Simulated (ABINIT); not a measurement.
## Beyond one shot: CsCaF3 (Pm-3m)

How far does self-consistency move the gap of CsCaF3 (Pm-3m)?

Calculated with ABINIT 10.8.3; LDA and many-body steps on it, plane waves.

This is a report of a sequence of runs, with most program output left out.

**1. Set-up**

It takes space group Pm-3m (No. 221, cubic). Conventional cell: a = 4.521 Å, b = 4.521 Å, c = 4.521 Å, α = 90.00°, β = 90.00°, γ = 90.00°. Nearest to Cs lie 12 F at 3.20 Å. Ca has 6 F at 2.26 Å nearest. Nearest to F lie 2 Ca at 2.26 Å and 4 Cs at 3.20 Å. Farther neighbours and most contacts between anions are not listed.

The cell and positions are those that the Materials Project relaxed with its own functionals (PBE, PBE+U or r2SCAN), kept fixed. Spin-orbit coupling is left out unless a step names it.

**2. Empty states on the mesh, 2×2×2 mesh, 89 bands**

This step: ABINIT 10.8.3; DFT, LDA, plane waves, norm-conserving pseudopotentials.

The sums over transitions need many empty states on a uniform mesh; this step solves for them.

run.abi reads:

```
acell 3*1.0 Angstrom
rprim 
  4.520531030000 0.000000000000 0.000000000000
  0.000000000000 4.520531030000 0.000000000000
  0.000000000000 0.000000000000 4.520531030000
ntypat 3
znucl 55 20 9
natom 5
typat 1 2 3 3 3
xred 
  0.000000000000 0.000000000000 0.000000000000
  0.500000000000 0.500000000000 0.500000000000
  0.000000000000 0.500000000000 0.500000000000
  0.500000000000 0.000000000000 0.500000000000
  0.500000000000 0.500000000000 0.000000000000
pp_dirpath "pseudos"
pseudos "Cs.upf, Ca.upf, F.upf"
ecut 36
ngkpt 2 2 2
nshiftk 1
shiftk 0 0 0
kptopt 1
chksymbreak 0
iscf -2
irdden 1
istwfk *1
nband 89
nbdbuf 8
tolwfr 1e-09
nstep 60
prtvol 0
indata_prefix "in"
outdata_prefix "out"
tmpdata_prefix "tmp"
```

The run is started by

```
OMP_NUM_THREADS=1 mpirun -n 4 abinit run.abi > log
```

Elapsed: 70 s, on 4 MPI ranks of AMD EPYC 7571, shared host; peak memory 0.37 GiB.

Numbers from this step:

| Quantity | Value |
| --- | --- |
| gap | 6.840 eV |
| k of the valence top | 0.5, 0.5, 0.5 |
| k of the conduction bottom | 0, 0, 0 |
| least direct gap | 6.864 eV |
| k points computed | 4 |
| lowest point of the top converged band, above the valence top | 38.95 eV |

On this mesh the gap is 6.840 eV.

The density comes from a self-consistent run that is not shown.

**3. Screening, 2×2×2 mesh, 81 bands, screening to 106.1 eV**

The RPA dielectric matrix is built and inverted for each q.

This step: RPA screening on LDA, plane waves, norm-conserving pseudopotentials.

run.abi: that of step 2 with these lines changed.

```diff
@@ -23,10 +23,11 @@
 chksymbreak 0
-iscf -2
-irdden 1
 istwfk *1
-nband 89
-nbdbuf 8
-tolwfr 1e-09
-nstep 60
-prtvol 0
+occopt 1
+irdwfk 1
+optdriver 3
+nband 81
+ecuteps 3.9
+inclvkb 2
+awtr 1
+symchi 1
 indata_prefix "in"
```

Wall time 32 s (4 MPI ranks); peak memory 0.91 GiB.

Numbers from this step:

- ε∞ with local fields, on this mesh, along the program's q direction: 2.385
- the same without local fields: 2.639
- plasma frequency: 24.43 eV
- plane waves in the screening matrix: 251

Local fields lower ε∞ by 10 %. On a Γ-centred mesh this coarse the value itself is usually too large, while a short band sum pulls it down.

**4. G0W0**

The self-energy is evaluated for the states that the input lists, and the levels follow from it, in one-shot runs by the linearised quasiparticle equation.

This step: G0W0 on LDA, plane waves, norm-conserving pseudopotentials.

run.abi: that of step 3 with these lines changed.

```diff
@@ -26,8 +26,17 @@
 irdwfk 1
-optdriver 3
+optdriver 4
 nband 81
+gwcalctyp 0
+ecutsigx 36
+symsigma 1
+nkptgw 2
+kptgw 
+  0.5000000000 0.5000000000 0.5000000000
+  0.0000000000 0.0000000000 0.0000000000
+bdgw 
+  18 23
+  18 23
 ecuteps 3.9
-inclvkb 2
-awtr 1
-symchi 1
+irdscr 1
+ppmodel 1
 indata_prefix "in"
```

Wall time 24 s (4 MPI ranks); peak memory 0.88 GiB; 93 s of CPU time.

This step gave:

```
G0W0 gap on the points computed              : 10.38 eV
starting gap on the mesh                     : 6.840 eV
k of the valence top                         : 0.5, 0.5, 0.5
k of the conduction bottom                   : 0, 0, 0
Z at the valence top                         : 0.794
Z at the conduction bottom                   : 0.883
least direct G0W0 gap on the computed points : 10.39 eV
```

The gap on the mesh goes from 6.84 eV to 10.38 eV, a correction of +3.53 eV.

**5. evGW0, cycle 1**

This step: evGW0 on LDA, plane waves, norm-conserving pseudopotentials.

run.abi: that of step 4 with these lines changed.

```diff
@@ -28,12 +28,16 @@
 nband 81
-gwcalctyp 0
+gwcalctyp 10
 ecutsigx 36
 symsigma 1
-nkptgw 2
+nkptgw 4
 kptgw 
+  0.0000000000 0.0000000000 0.0000000000
+  0.5000000000 0.0000000000 0.0000000000
+  0.5000000000 0.5000000000 0.0000000000
   0.5000000000 0.5000000000 0.5000000000
-  0.0000000000 0.0000000000 0.0000000000
 bdgw 
-  18 23
-  18 23
+  9 26
+  9 26
+  9 26
+  9 26
 ecuteps 3.9
```

Elapsed: 79 s, on 4 MPI ranks; peak memory 1.3 GiB.

This step gave:

* quasiparticle gap on the mesh: 11.05 eV
* gap of the density functional on the mesh: 6.840 eV
* k of the valence top: 0, 0, 0
* k of the conduction bottom: 0, 0, 0
* Z at the valence top: 0.798
* Z at the conduction bottom: 0.883
* least direct quasiparticle gap on the computed points: 11.05 eV

Against G0W0 in ABINIT (2×2×2 mesh, 81 bands, screening to 106.1 eV, Godby-Needs plasmon pole), the gap moves by +0.678 eV. This first cycle still uses the starting levels; it takes the full correction, at all points of the mesh, and its linearised value is 10.375 eV.

**6. evGW0, cycle 2**

The corrected levels of the last cycle go back in.

run.abi: that of step 5 with these lines changed.

```diff
@@ -45,2 +45,3 @@
 ppmodel 1
+irdqps 1
 indata_prefix "in"
```

The job ended after 81 s (4 MPI ranks; peak memory 1.3 GiB).

Numbers from this step:

| Item | Value |
| --- | --- |
| quasiparticle gap on the mesh | 10.90 eV |
| gap of the density functional on the mesh | 6.840 eV |
| k of the valence top | 0.5, 0.5, 0.5 |
| k of the conduction bottom | 0, 0, 0 |
| least direct quasiparticle gap on the computed points | 10.91 eV |

Against the cycle before, the gap moves by −0.154 eV.

**7. evGW0, cycle 3**

run.abi is that of step 6.

Run time: 80 s. Hardware: 4 MPI ranks; peak memory 1.3 GiB; 5.3 min of CPU time.

This step gave:

```yaml
quasiparticle_gap_on_the_mesh: 10.90 eV
gap_of_the_density_functional_on_the_mesh: 6.840 eV
k_of_the_valence_top: 0.5, 0.5, 0.5
k_of_the_conduction_bottom: 0, 0, 0
least_direct_quasiparticle_gap_on_the_computed_points: 10.91 eV
```

Against the cycle before, the gap moves by +0.004 eV.

**8. Screening, 2×2×2 mesh, 81 bands, screening to 106.1 eV**

This step: RPA screening on LDA, plane waves, norm-conserving pseudopotentials.

run.abi: that of step 7 with these lines changed.

```diff
@@ -26,22 +26,13 @@
 irdwfk 1
-optdriver 4
+optdriver 3
 nband 81
+ecuteps 3.9
+inclvkb 2
+awtr 1
+symchi 1
 gwcalctyp 10
-ecutsigx 36
-symsigma 1
-nkptgw 4
-kptgw 
-  0.0000000000 0.0000000000 0.0000000000
-  0.5000000000 0.0000000000 0.0000000000
-  0.5000000000 0.5000000000 0.0000000000
-  0.5000000000 0.5000000000 0.5000000000
-bdgw 
-  9 26
-  9 26
-  9 26
-  9 26
-ecuteps 3.9
-irdscr 1
-ppmodel 1
-irdqps 1
+mbpt_sciss 4.195 eV
+nqptdm 1
+qptdm 
+  0 0 0
 indata_prefix "in"
```

Wall time 22 s (4 MPI ranks); peak memory 0.92 GiB; 85 s of CPU time.

This step gave:

```yaml
eps_infinity_with_local_fields_on_this_mesh_along_the_program_s_q_direction: 2.056
the_same_without_local_fields: 2.229
plasma_frequency: 24.43 eV
plane_waves_in_the_screening_matrix: 251
```

This screening uses the functional's bands under a rigid shift, the mean opening of the cycle before.

**9. Screening, 2×2×2 mesh, 81 bands, screening to 106.1 eV**

This step: RPA screening on LDA from quasiparticle energies, plane waves, norm-conserving pseudopotentials.

run.abi: that of step 8 with these lines changed.

```diff
@@ -32,7 +32,9 @@
 symchi 1
+irdqps 1
 gwcalctyp 10
-mbpt_sciss 4.195 eV
-nqptdm 1
+nqptdm 3
 qptdm 
-  0 0 0
+  0.5000000000 0.0000000000 0.0000000000
+  0.5000000000 0.5000000000 0.0000000000
+  0.5000000000 0.5000000000 0.5000000000
 indata_prefix "in"
```

mrgscr.stdin reads:

```
2
merged
q0_SCR
out_SCR
1
```

The run is started by

```
OMP_NUM_THREADS=1 mpirun -n 4 abinit run.abi > log; mrgscr < mrgscr.stdin
```

Elapsed: 16 s, on 4 MPI ranks; peak memory 0.71 GiB; 62 s of CPU time.

This step gave:

| Quantity | Value |
| --- | --- |
| plasma frequency | 24.43 eV |
| plane waves in the screening matrix | 251 |

This screening reads the quasiparticle levels of the cycle before.

**10. evGW, cycle 1**

This step: evGW on LDA, plane waves, norm-conserving pseudopotentials.

run.abi: that of step 9 with these lines changed.

```diff
@@ -26,12 +26,10 @@
 irdwfk 1
-optdriver 3
+optdriver 4
 nband 81
-ecuteps 3.9
-inclvkb 2
-awtr 1
-symchi 1
-irdqps 1
 gwcalctyp 10
-nqptdm 3
-qptdm 
+ecutsigx 36
+symsigma 1
+nkptgw 4
+kptgw 
+  0.0000000000 0.0000000000 0.0000000000
   0.5000000000 0.0000000000 0.0000000000
@@ -39,2 +37,11 @@
   0.5000000000 0.5000000000 0.5000000000
+bdgw 
+  9 26
+  9 26
+  9 26
+  9 26
+ecuteps 3.9
+irdscr 1
+ppmodel 1
+irdqps 1
 indata_prefix "in"
```

The run is started by

```
OMP_NUM_THREADS=1 mpirun -n 4 abinit run.abi > log
```

The job ended after 75 s (4 MPI ranks; peak memory 1.3 GiB).

Numbers from this step:

```yaml
quasiparticle_gap_on_the_mesh: 11.68 eV
gap_of_the_density_functional_on_the_mesh: 6.840 eV
k_of_the_valence_top: 0, 0, 0
k_of_the_conduction_bottom: 0, 0, 0
least_direct_quasiparticle_gap_on_the_computed_points: 11.68 eV
```

Against G0W0 in ABINIT (2×2×2 mesh, 81 bands, screening to 106.1 eV, Godby-Needs plasmon pole), the gap moves by +1.309 eV.

**11. Screening, 2×2×2 mesh, 81 bands, screening to 106.1 eV**

This step: RPA screening on LDA, plane waves, norm-conserving pseudopotentials.

run.abi: that of step 10 with these lines changed.

```diff
@@ -26,22 +26,13 @@
 irdwfk 1
-optdriver 4
+optdriver 3
 nband 81
+ecuteps 3.9
+inclvkb 2
+awtr 1
+symchi 1
 gwcalctyp 10
-ecutsigx 36
-symsigma 1
-nkptgw 4
-kptgw 
-  0.0000000000 0.0000000000 0.0000000000
-  0.5000000000 0.0000000000 0.0000000000
-  0.5000000000 0.5000000000 0.0000000000
-  0.5000000000 0.5000000000 0.5000000000
-bdgw 
-  9 26
-  9 26
-  9 26
-  9 26
-ecuteps 3.9
-irdscr 1
-ppmodel 1
-irdqps 1
+mbpt_sciss 4.995 eV
+nqptdm 1
+qptdm 
+  0 0 0
 indata_prefix "in"
```

The job ended after 23 s (4 MPI ranks; peak memory 0.94 GiB).

This step gave:

| Quantity | Value |
| --- | --- |
| ε∞ with local fields, on this mesh, along the program's q direction | 2.012 |
| the same without local fields | 2.175 |
| plasma frequency | 24.43 eV |
| plane waves in the screening matrix | 251 |

This screening uses the functional's bands under a rigid shift, the mean opening of the cycle before.

**12. Screening, 2×2×2 mesh, 81 bands, screening to 106.1 eV**

This step: RPA screening on LDA from quasiparticle energies, plane waves, norm-conserving pseudopotentials.

run.abi: that of step 11 with these lines changed.

```diff
@@ -32,7 +32,9 @@
 symchi 1
+irdqps 1
 gwcalctyp 10
-mbpt_sciss 4.995 eV
-nqptdm 1
+nqptdm 3
 qptdm 
-  0 0 0
+  0.5000000000 0.0000000000 0.0000000000
+  0.5000000000 0.5000000000 0.0000000000
+  0.5000000000 0.5000000000 0.5000000000
 indata_prefix "in"
```

mrgscr.stdin is that of step 9.

The run is started by

```
OMP_NUM_THREADS=1 mpirun -n 4 abinit run.abi > log; mrgscr < mrgscr.stdin
```

Run time: 20 s. Hardware: 4 MPI ranks; peak memory 0.71 GiB; 78 s of CPU time.

Numbers from this step:

- plasma frequency: 24.43 eV
- plane waves in the screening matrix: 251

This screening reads the quasiparticle levels of the cycle before.

**13. evGW, cycle 2**

This step: evGW on LDA, plane waves, norm-conserving pseudopotentials.

run.abi: that of step 12 with these lines changed.

```diff
@@ -26,12 +26,10 @@
 irdwfk 1
-optdriver 3
+optdriver 4
 nband 81
-ecuteps 3.9
-inclvkb 2
-awtr 1
-symchi 1
-irdqps 1
 gwcalctyp 10
-nqptdm 3
-qptdm 
+ecutsigx 36
+symsigma 1
+nkptgw 4
+kptgw 
+  0.0000000000 0.0000000000 0.0000000000
   0.5000000000 0.0000000000 0.0000000000
@@ -39,2 +37,11 @@
   0.5000000000 0.5000000000 0.5000000000
+bdgw 
+  9 26
+  9 26
+  9 26
+  9 26
+ecuteps 3.9
+irdscr 1
+ppmodel 1
+irdqps 1
 indata_prefix "in"
```

The run is started by

```
OMP_NUM_THREADS=1 mpirun -n 4 abinit run.abi > log
```

Wall time 79 s (4 MPI ranks); peak memory 1.3 GiB.

This step gave:

| Property | Result |
| --- | --- |
| quasiparticle gap on the mesh | 11.78 eV |
| gap of the density functional on the mesh | 6.840 eV |
| k of the valence top | 0, 0, 0 |
| k of the conduction bottom | 0, 0, 0 |
| least direct quasiparticle gap on the computed points | 11.78 eV |

Against the cycle before, the gap moves by +0.096 eV.

**14. Screening, 2×2×2 mesh, 81 bands, screening to 106.1 eV**

This step: RPA screening on LDA, plane waves, norm-conserving pseudopotentials.

run.abi: that of step 13 with these lines changed.

```diff
@@ -26,22 +26,13 @@
 irdwfk 1
-optdriver 4
+optdriver 3
 nband 81
+ecuteps 3.9
+inclvkb 2
+awtr 1
+symchi 1
 gwcalctyp 10
-ecutsigx 36
-symsigma 1
-nkptgw 4
-kptgw 
-  0.0000000000 0.0000000000 0.0000000000
-  0.5000000000 0.0000000000 0.0000000000
-  0.5000000000 0.5000000000 0.0000000000
-  0.5000000000 0.5000000000 0.5000000000
-bdgw 
-  9 26
-  9 26
-  9 26
-  9 26
-ecuteps 3.9
-irdscr 1
-ppmodel 1
-irdqps 1
+mbpt_sciss 5.087 eV
+nqptdm 1
+qptdm 
+  0 0 0
 indata_prefix "in"
```

Elapsed: 23 s, on 4 MPI ranks; peak memory 0.95 GiB; 89 s of CPU time.

This step gave:

* ε∞ with local fields, on this mesh, along the program's q direction: 2.008
* the same without local fields: 2.169
* plasma frequency: 24.43 eV
* plane waves in the screening matrix: 251

This screening uses the functional's bands under a rigid shift, the mean opening of the cycle before.

**15. Screening, 2×2×2 mesh, 81 bands, screening to 106.1 eV**

This step: RPA screening on LDA from quasiparticle energies, plane waves, norm-conserving pseudopotentials.

run.abi: that of step 14 with these lines changed.

```diff
@@ -32,7 +32,9 @@
 symchi 1
+irdqps 1
 gwcalctyp 10
-mbpt_sciss 5.087 eV
-nqptdm 1
+nqptdm 3
 qptdm 
-  0 0 0
+  0.5000000000 0.0000000000 0.0000000000
+  0.5000000000 0.5000000000 0.0000000000
+  0.5000000000 0.5000000000 0.5000000000
 indata_prefix "in"
```

mrgscr.stdin is that of step 12.

The run is started by

```
OMP_NUM_THREADS=1 mpirun -n 4 abinit run.abi > log; mrgscr < mrgscr.stdin
```

Elapsed: 17 s, on 4 MPI ranks; peak memory 0.71 GiB; 68 s of CPU time.

Numbers from this step:

| Item | Value |
| --- | --- |
| plasma frequency | 24.43 eV |
| plane waves in the screening matrix | 251 |

This screening reads the quasiparticle levels of the cycle before.

**16. evGW, cycle 3**

This step: evGW on LDA, plane waves, norm-conserving pseudopotentials.

run.abi: that of step 15 with these lines changed.

```diff
@@ -26,12 +26,10 @@
 irdwfk 1
-optdriver 3
+optdriver 4
 nband 81
-ecuteps 3.9
-inclvkb 2
-awtr 1
-symchi 1
-irdqps 1
 gwcalctyp 10
-nqptdm 3
-qptdm 
+ecutsigx 36
+symsigma 1
+nkptgw 4
+kptgw 
+  0.0000000000 0.0000000000 0.0000000000
   0.5000000000 0.0000000000 0.0000000000
@@ -39,2 +37,11 @@
   0.5000000000 0.5000000000 0.5000000000
+bdgw 
+  9 26
+  9 26
+  9 26
+  9 26
+ecuteps 3.9
+irdscr 1
+ppmodel 1
+irdqps 1
 indata_prefix "in"
```

The run is started by

```
OMP_NUM_THREADS=1 mpirun -n 4 abinit run.abi > log
```

Elapsed: 73 s, on 4 MPI ranks; peak memory 1.3 GiB.

This step gave:

- quasiparticle gap on the mesh: 11.79 eV
- gap of the density functional on the mesh: 6.840 eV
- k of the valence top: 0, 0, 0
- k of the conduction bottom: 0, 0, 0
- least direct quasiparticle gap on the computed points: 11.79 eV

Against the cycle before, the gap moves by +0.010 eV.

**17. Side by side**

Times are wall times on 4 MPI ranks of AMD EPYC 7571, shared host, good to a factor of about two. A run's time includes the screening step that it read.

```tsv
run	mesh	bands	screening cutoff (eV)	DFT gap (eV)	gap on the mesh (eV)	direct (eV)	ε∞ used	time
G0W0	2×2×2	81	106.1	6.840	10.375	10.389	2.39	55 s
evGW0, cycle 1	2×2×2	81	106.1	6.840	11.053	11.053	2.39	1.8 min
evGW0, cycle 2	2×2×2	81	106.1	6.840	10.899	10.906	2.39	1.9 min
evGW0, cycle 3	2×2×2	81	106.1	6.840	10.903	10.908	2.39	1.9 min
evGW, cycle 1	2×2×2	81	106.1	6.840	11.684	11.684	2.06	1.9 min
evGW, cycle 2	2×2×2	81	106.1	6.840	11.780	11.780	2.01	2 min
evGW, cycle 3	2×2×2	81	106.1	6.840	11.790	11.790	2.01	1.9 min
```

**18. What came out**

```
G0W0           : 10.375 eV
evGW0, cycle 1 : 11.053 eV
evGW0, cycle 2 : 10.899 eV
evGW0, cycle 3 : 10.903 eV
evGW, cycle 1  : 11.684 eV
evGW, cycle 2  : 11.780 eV
evGW, cycle 3  : 11.790 eV
known limits   : not at the basis limit; no spin-orbit coupling; coarse k mesh
```

What this shows: Only the bands that the input lists are updated; the others, empty or deep, keep the functional's energies or take a rigid shift. The evGW loop starts from the last levels of evGW0, so its cycles and time come on top of those. evGW0 ends at 10.90 eV, +0.53 eV from G0W0, after 3 cycles that took 4 min beside the first screening; the last moved the gap by 0.004 eV. evGW ends at 11.79 eV, +1.41 eV from G0W0, after 3 cycles that took 5.8 min beside the first screening; the last moved the gap by 0.010 eV. The first cycle of evGW0 takes the full correction, without the factor Z, so it overshoots the one-shot value. Bands and cutoff are finite, so the gap is not at the basis limit. The miss can reach some tenths of an eV and take either sign; the mesh is an error of its own. The 2×2×2 mesh is coarse for this cell, which bears on the long-range parts of exchange and screening. This is the ideal cubic cell; many perovskites, halides above all, are cubic only on average, and local tilts or off-centring can widen the gap. In the updated screening the q = 0 part is built from Kohn-Sham bands under a rigid shift, the other q from the quasiparticle levels. The many-body steps are scalar-relativistic: spin-orbit coupling is not in them.

[Paths, hosts, dates, memory and timing lines, banners, echoed tables and standing remarks are left out of the program output.]

[Logs are printed without paths, hosts, clocks, repeated set-up lines and the standing remarks that a program may print on its own settings, such as how far it seeks lower states.]

[Runs of the session that timed out or met a known fault of the program may be left out.]

[Hosts, paths, dates, database ids (printed as entryN), source tags and the programs' standing remarks are cut or masked in the printed files.]

[G0W0 gaps are taken among the corrected bands and points alone; a level outside them can change the order at an edge.]

[Where Ansatz stands beside ABINIT at settings called matched, ABINIT's density can come from a denser mesh and the files from another edition; pairs whose starting gaps differed by over 0.03 eV were left out, so agreement reads better than it is.]
